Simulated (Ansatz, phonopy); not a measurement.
# Quasi-harmonic thermodynamics of CsH (Fm-3m), part 2 of 3

How much does CsH expand with temperature?

Ansatz 0.2.0; DFT LDA, scalar-relativistic, plane waves, PAW.

So far. Step 2 (Probe on a coarse mesh): The start is under -1.3 GPa at this level and looks like an insulator or semiconductor on this mesh. Step 5 (Relaxing to small residual forces and stress): The residual pressure is -3.1e-4 GPa, small enough for phonons. The relaxed cell has a = 6.097 Å (conventional setting).

The database entry behind the starting cell differs from other determinations of this structure, so it need not match the best structure at room temperature.

### Step 7. Phonons on strained cells, q-mesh 2×2×2

The study relaxes the crystal at several strains, solves the phonons on some of them and minimises energy plus vibrational free energy at each temperature; the q-mesh sets how far the force constants reach.

input.yaml

```yaml
crystal:
  lattice:
    - [0.0, 3.0486175218, 3.0486175218]
    - [3.0486175218, 0.0, 3.0486175218]
    - [3.0486175218, 3.0486175218, 0.0]
  atoms:
    - { symbol: Cs, position: [0.0, 0.0, 0.0] }
    - { symbol: H, position: [0.5, 0.5, 0.5] }
kpoints:
  mp_grid: { grid: [8, 8, 8] }
hamiltonian:
  xc: lda
scf:
  occupations: { method: fixed }
output:
  eigenvalues: true
phonons:
  method: dfpt
  qmesh: [2, 2, 2]
  temperatures: { t_max: 500.0, t_step: 25 }
  thermal_expansion: {}
```

Started as:

```bash
$ ansatz run input.yaml --threads 2 --pin off --max-ram 5120MiB --backend cpu --events-out ev --progress --plain --runs-dir out
```

Standard output:

```text
[...]
Crystal: 2 atoms, lattice volume = 56.668 Å³
Basis set: ecut = 487.2 eV, 1411 PW (Γ), exchange–correlation on 64×64×64 points (8 copies of the dense FFT grid, shifted against one another)
Bands: 9, of which v1, the nominal top of the filled ones, is band 5 counted from 1 (4 counted from 0)
Symmetry: 48 space group operations
[...]
k-points: 29 of 512
[...]
SCF iter   1: F=—  HF=-5520.940797 eV  |F-HF|=—  |Δ(HF+E_count)|=         —  Δρ=8.00e-3  dr2=3.69e-2  ethr=1.77e-3  ⟨swp⟩=4.1  Hψ=1661  notcnv=0  defer=51
[...]
SCF iter   7: F=-5520.927616 eV  HF=-5520.927616 eV  |F-HF|=9.09e-13  |Δ(HF+E_count)|=  9.73e-11  Δρ=1.04e-7  dr2=3.60e-12  ethr=1.00e-12  ⟨swp⟩=8.1  Hψ=1780  notcnv=0
SCF 1 converged in 7 iterations: F = -5520.927616 eV  dr2 = 3.60e-12
[...]
relax step   1: F+E_penalty+E_count = -5520.92761637 eV  Δ(F+E_penalty+E_count) = +0.000e0 eV  max|allowed force component| = 4.503e-30 eV/Å  Δτ_max = 0.0000 Å  (7 SCF iters, accepted)
SCF converged after 7 iterations
Free energy (F): -5520.927616 eV
[...]
Internal energy: -5520.927616 eV  (E = F + TS)
E sigma→0 (E₀):  -5520.927616 eV
Fermi energy:    4.248707 eV
[...]
--- Stress (GPa, compression-positive) ---
       -0.001407       0.000000      -0.000000
        0.000000      -0.001407       0.000000
       -0.000000      -0.000000      -0.001407
  P = ⅓ Tr σ = -0.0014 GPa (-0.014 kbar)
--- Band table (eV; the first three rows and the last of 29) ---
[...]
── thermal expansion: 3 new cells, 3 in all ──
thermal expansion: relaxation of cell 2
thermal expansion: relaxation of cell 3
── thermal expansion: 2 new cells, 5 in all ──
thermal expansion: relaxation of cell 4
thermal expansion: lower-state search of cell 4
thermal expansion: phonons of cell 4
thermal expansion: relaxation of cell 5
thermal expansion: phonons of cell 5
── thermal expansion: 7 new cells, 12 in all ──
thermal expansion: relaxation of cell 6
thermal expansion: relaxation of cell 7
thermal expansion: relaxation of cell 8
thermal expansion: relaxation of cell 9
thermal expansion: relaxation of cell 10
thermal expansion: relaxation of cell 11
thermal expansion: relaxation of cell 12
thermal expansion: phonons of cell 6
thermal expansion: phonons of cell 7
thermal expansion: phonons of cell 8
thermal expansion: phonons of cell 9
--- Relaxed structure (1 steps of the walk, 1 accepted, 0 SCFs on fresh bases) ---
  F+E_penalty+E_count = -5520.92761637 eV   max|allowed force component| = 4.503e-30 eV/Å
  atoms:
    - { symbol: Cs, position: [0.0, 0.0, 0.0] }
    - { symbol: H, position: [0.500000, 0.500000, 0.500000] }
--- Thermal expansion: 12 cells in 3 rounds, 0 GPa ---
  no lower state was reached at cell 4
  without vibrations: a 4.31123, b 4.31123, c 4.31123 Å, V 56.6617 Å³, B 11.95 GPa
  at 0 K: a 4.35919, b 4.35919, c 4.35919 Å, V 58.5736 Å³, B 11.05 GPa
  zero-point expansion: a +1.112, b +1.112, c +1.112, V +3.374 %
      T/K        a/Å        b/Å        c/Å       V/Å³ | expansion of a, b, c, V (1e-6/K)   | that of V in the mean from 25 °C | C_P, C_V (J/mol K of the cell) | B_T, B_S (GPa)
     0.00    4.35919    4.35919    4.35919    58.5736 |    0.00    0.00    0.00    0.00 |   46.93 |     0.000     0.000 |    11.05    11.05
    50.00    4.36012    4.36012    4.36012    58.6112 |    7.64    7.64    7.64   22.91 |   53.84 |    21.907    21.897 |    10.94    10.95
   100.00    4.36200    4.36200    4.36200    58.6868 |    9.76    9.76    9.76   29.28 |   61.00 |    24.928    24.896 |    10.75    10.76
   150.00    4.36460    4.36460    4.36460    58.7919 |   14.53   14.53   14.53   43.60 |   69.65 |    28.751    28.645 |    10.51    10.55
   200.00    4.36844    4.36844    4.36844    58.9471 |   20.66   20.66   20.66   61.97 |   78.51 |    33.324    33.046 |    10.22    10.31
   250.00    4.37360    4.37360    4.37360    59.1564 |   26.48   26.48   26.48   79.43 |   86.89 |    37.390    36.834 |     9.90    10.05
   298.15    4.37971    4.37971    4.37971    59.4049 |   31.47   31.47   31.47   94.42 |       - |    40.567    39.657 |     9.57     9.79
   325.00    4.38357    4.38357    4.38357    59.5619 |   34.04   34.04   34.04  102.12 |   98.44 |    42.060    40.919 |     9.38     9.64
   375.00    4.39154    4.39154    4.39154    59.8872 |   38.54   38.54   38.54  115.62 |  105.65 |    44.425    42.795 |     9.01     9.35
   425.00    4.40048    4.40048    4.40048    60.2540 |   42.87   42.87   42.87  128.61 |  112.69 |    46.400    44.199 |     8.63     9.06
   475.00    4.41041    4.41041    4.41041    60.6625 |   47.24   47.24   47.24  141.72 |  119.71 |    48.132    45.263 |     8.23     8.75
   500.00    4.41574    4.41574    4.41574    60.8830 |   49.50   49.50   49.50  148.50 |  123.27 |    48.944    45.699 |     8.03     8.60
  the static fit leaves 0.000 meV an atom of the energies and, of the stresses, 0.000 GPa of each cell's largest along a strain (root mean squares over the cells), whose Pulay part it has at -0.007 GPa
  vibrations' free energy: its fit leaves 0.0000 meV an atom at the most
  the electrons' free energy at temperature is not in it: every band gap is over 0.52 eV
  free energies summed between the sampled wave vectors
  estimated error of the fitted expansion in any direction: up to 0.224e-6/K, at 500 K (an estimate, not a bound: it was exceeded on models of known expansion)
  by sums over the sampled wave vectors an expansion of the volume parts by up to 26.29e-6/K
  by a static energy of one degree less an expansion of the volume parts by up to 0.09e-6/K
  the FFT grids of the static calculations differ: 32 × 32 × 32, 36 × 36 × 36
  band gaps on the cells' k-points are 1.697 to 1.920 eV
```

Run time: 4.2 min. Hardware: 2 threads of Arm Neoverse V2, shared host; peak memory 0.59 GiB; 6.2 min of CPU time.

Numbers from this step:

| Property | Result |
| --- | --- |
| pressure | -0.001407 GPa |
| volume expansion coefficient at 298 K | 94.42 1e-6/K |
| C_P at 298 K | 20.28 J/mol-atom/K |
| entropy at 298 K | 36.43 J/mol-atom/K |
| isothermal bulk modulus at 298 K | 9.571 GPa |
| Grüneisen parameter at 298 K | 0.8153 |
| volume at 298 K | 29.70 Å³/atom |
| principal linear expansion coefficients at 298 K | 31.47, 31.47, 31.47 1e-6/K |

Strained cells of the study; zero-point energy where phonons were solved; the pressures are stresses at the typed cutoff and can carry an offset from the finite basis. Expansion cells, by row:

```csv
cell,|a| (Å),|b| (Å),|c| (Å),V (Å³/atom),E - E_lowest (meV/atom),"pressure, compression positive (GPa)",gap (eV),zero-point energy (meV/atom)
1,4.311,4.311,4.311,28.33,0,-0.008,1.751,-
2,4.346,4.346,4.346,29.02,0.601,-0.281,1.792,-
3,4.277,4.277,4.277,27.66,0.606,0.29,1.708,-
4,4.311,4.311,4.311,28.34,0,-0.009,1.751,56.73
5,4.333,4.333,4.333,28.76,0.24,-0.182,1.777,55.7
6,4.36,4.36,4.36,29.31,1.19,-0.387,1.808,54.42
7,4.385,4.385,4.385,29.8,2.644,-0.559,1.835,53.27
8,4.409,4.409,4.409,30.31,4.648,-0.72,1.861,52.13
9,4.434,4.434,4.434,30.83,7.187,-0.87,1.886,51
10,4.269,4.269,4.269,27.5,0.952,0.369,1.697,-
11,4.29,4.29,4.29,27.91,0.234,0.175,1.724,-
12,4.47,4.47,4.47,31.57,11.67,-1.066,1.92,-
```

Quasi-harmonic; a, b, c are the run's own cell vectors. Expansion, by row:

```csv
T (K),a (Å),b (Å),c (Å),alpha (deg),beta (deg),gamma (deg),cell volume (Å³/cell),alpha_a (1e-6/K),alpha_b (1e-6/K),alpha_c (1e-6/K),alpha_V (1e-6/K),C_P (J/mol-atom/K),C_V (J/mol-atom/K),S (J/mol-atom/K),B_T (GPa),B_S (GPa),Grueneisen,extrapolation,fit error (1e-6/K)
0,4.359,4.359,4.359,60,60,60,58.57,0,0,0,0,0,0,0,11.05,11.05,-,0,0
25,4.359,4.359,4.359,60,60,60,58.58,5.08,5.08,5.08,15.23,7.707,7.706,4.464,11.02,11.02,0.384,0,0.01
50,4.36,4.36,4.36,60,60,60,58.61,7.64,7.64,7.64,22.91,10.95,10.95,11.09,10.94,10.95,0.404,0,0.01
75,4.361,4.361,4.361,60,60,60,58.65,8.54,8.54,8.54,25.63,11.83,11.82,15.72,10.85,10.86,0.415,0,0.01
100,4.362,4.362,4.362,60,60,60,58.69,9.76,9.76,9.76,29.28,12.46,12.45,19.21,10.75,10.76,0.447,0,0.01
125,4.363,4.363,4.363,60,60,60,58.73,11.82,11.82,11.82,35.45,13.31,13.29,22.08,10.63,10.66,0.502,0,0.01
150,4.365,4.365,4.365,60,60,60,58.79,14.53,14.53,14.53,43.6,14.38,14.32,24.6,10.51,10.55,0.566,0,0.01
175,4.366,4.366,4.366,60,60,60,58.86,17.57,17.57,17.57,52.71,15.53,15.44,26.9,10.37,10.43,0.628,0,0.02
200,4.368,4.368,4.368,60,60,60,58.95,20.66,20.66,20.66,61.97,16.66,16.52,29.05,10.22,10.31,0.68,0,0.02
225,4.371,4.371,4.371,60,60,60,59.05,23.64,23.64,23.64,70.93,17.73,17.52,31.07,10.07,10.18,0.724,0,0.03
250,4.374,4.374,4.374,60,60,60,59.16,26.48,26.48,26.48,79.43,18.7,18.42,32.99,9.9,10.05,0.761,0,0.03
275,4.377,4.377,4.377,60,60,60,59.28,29.14,29.14,29.14,87.43,19.56,19.2,34.81,9.73,9.92,0.791,0,0.04
298.1,4.38,4.38,4.38,60,60,60,59.4,31.47,31.47,31.47,94.42,20.28,19.83,36.43,9.57,9.79,0.815,0,0.05
300,4.38,4.38,4.38,60,60,60,59.42,31.66,31.66,31.66,94.97,20.34,19.88,36.55,9.56,9.78,0.817,0,0.05
325,4.384,4.384,4.384,60,60,60,59.56,34.04,34.04,34.04,102.1,21.03,20.46,38.21,9.38,9.64,0.84,0,0.06
350,4.387,4.387,4.387,60,60,60,59.72,36.33,36.33,36.33,109,21.65,20.96,39.79,9.2,9.5,0.86,0,0.06
375,4.392,4.392,4.392,60,60,60,59.89,38.54,38.54,38.54,115.6,22.21,21.4,41.3,9.01,9.35,0.878,0,0.07
400,4.396,4.396,4.396,60,60,60,60.07,40.71,40.71,40.71,122.1,22.73,21.77,42.75,8.82,9.21,0.895,0,0.08
425,4.4,4.4,4.4,60,60,60,60.25,42.87,42.87,42.87,128.6,23.2,22.1,44.14,8.63,9.06,0.911,0,0.08
450,4.405,4.405,4.405,60,60,60,60.45,45.04,45.04,45.04,135.1,23.64,22.38,45.48,8.43,8.91,0.926,0,0.09
475,4.41,4.41,4.41,60,60,60,60.66,47.24,47.24,47.24,141.7,24.07,22.63,46.77,8.23,8.75,0.941,0,0.13
500,4.416,4.416,4.416,60,60,60,60.88,49.5,49.5,49.5,148.5,24.47,22.85,48.02,8.03,8.6,0.956,0,0.22
```

Expansion coefficient against temperature; values in 1e-6/K:

```csv
temperature (K),volume,principal 1
0,0,0
25,15.2,5.08
50,22.9,7.64
75,25.6,8.54
100,29.3,9.76
125,35.5,11.8
150,43.6,14.5
175,52.7,17.6
200,62.0,20.7
225,70.9,23.6
250,79.4,26.5
275,87.4,29.1
298,94.4,31.5
300,95.0,31.7
325,102,34.0
350,109,36.3
375,116,38.5
400,122,40.7
425,129,42.9
450,135,45.0
475,142,47.2
500,148,49.5
```

At 298 K the volume expansion is 94.4 × 10⁻⁶/K and B_T is 9.57 GPa. The program raised the cutoff to 487.2 eV by itself: with no cutoff typed, the study takes about 1.16 times the default for its relaxations and scales it with the volume for the phonons.

### Step 8. Quasi-harmonic fit by phonopy

This step: DFT LDA, scalar-relativistic, plane waves, PAW (phonopy 4.10.0).

This step gave:

```yaml
volume_expansion_coefficient_at_300_k: 95.05 1e-6/K
isothermal_bulk_modulus_at_300_k: 9.55 GPa
c_p_at_300_k: 20.34 J/mol-atom/K
grueneisen_parameter_at_300_k: 0.817
```

Table of energy (each curve on its own zero) by volume; values in meV/atom:

```csv
volume (Å³/atom),static,F at 0 K,F at 300 K,F at 500 K
28.335,0,2.85,3.91,5.4
28.763,0.24,2.07,2.81,3.83
29.307,1.19,1.73,2.03,2.4
29.805,2.64,2.04,1.88,1.61
30.311,4.65,2.9,2.22,1.28
30.827,7.19,4.31,3.05,1.39
```

Phonopy-qha, vinet fit of F(V) at each temperature. Qha vinet, by row:

```csv
T (K),fitted volume (Å³/atom),alpha_V (1e-6/K),B_T (GPa),C_P (J/mol-atom/K),Grueneisen
75,29.32,25.79,10.85,12,0.4179
100,29.34,29.7,10.74,12.59,0.453
125,29.37,35.77,10.63,13.39,0.5062
150,29.4,43.76,10.5,14.42,0.5682
175,29.43,52.75,10.37,15.55,0.6278
200,29.47,61.95,10.22,16.68,0.6799
225,29.52,70.91,10.06,17.74,0.7236
250,29.58,79.43,9.89,18.7,0.76
275,29.64,87.47,9.72,19.57,0.7906
300,29.71,95.05,9.55,20.34,0.8167
325,29.78,102.2,9.37,21.04,0.8395
350,29.86,109.1,9.18,21.66,0.8598
375,29.94,115.8,9,22.22,0.8783
400,30.03,122.3,8.81,22.73,0.8954
425,30.13,128.8,8.62,23.21,0.9115
450,30.23,135.3,8.43,23.65,0.9269
475,30.33,141.8,8.23,24.07,0.9419
```

Volume expansion coefficient against temperature; values in 1e-6/K:

```csv
temperature (K),"phonopy-qha, Vinet",Ansatz's own study
75,25.8,25.6
100,29.7,29.3
125,35.8,35.5
150,43.8,43.6
175,52.8,52.7
200,62.0,62.0
225,70.9,70.9
250,79.4,79.4
275,87.5,87.4
300,95.0,95.0
325,102,102
350,109,109
375,116,116
400,122,122
425,129,129
450,135,135
475,142,142
```

The fit gives a volume expansion of 95.0 × 10⁻⁶/K at 300 K, against 94.4 at 298 K from the study's own fit of the same cells.

(Part 2 of 3 ends here.)

[Long decimals in the printed logs are rounded to 6 places.]

[Logs are printed without paths, hosts, clocks, repeated set-up lines and the standing remarks that a program may print on its own settings, such as how far it seeks lower states.]

[Hosts, paths, dates, database ids (printed as entryN), source tags and the programs' standing remarks are cut or masked in the printed files.]

[Where the starting crystal was built by hand or by swapping elements, it need not be the compound's stable phase.]

[A step with changed settings may run another functional than the one named; its input shows which.]

[Pressures of single members of a volume series are the stress at the run's cutoff; with an incomplete basis they can lie off −dE/dV of the same runs, and they are not shown converged.]
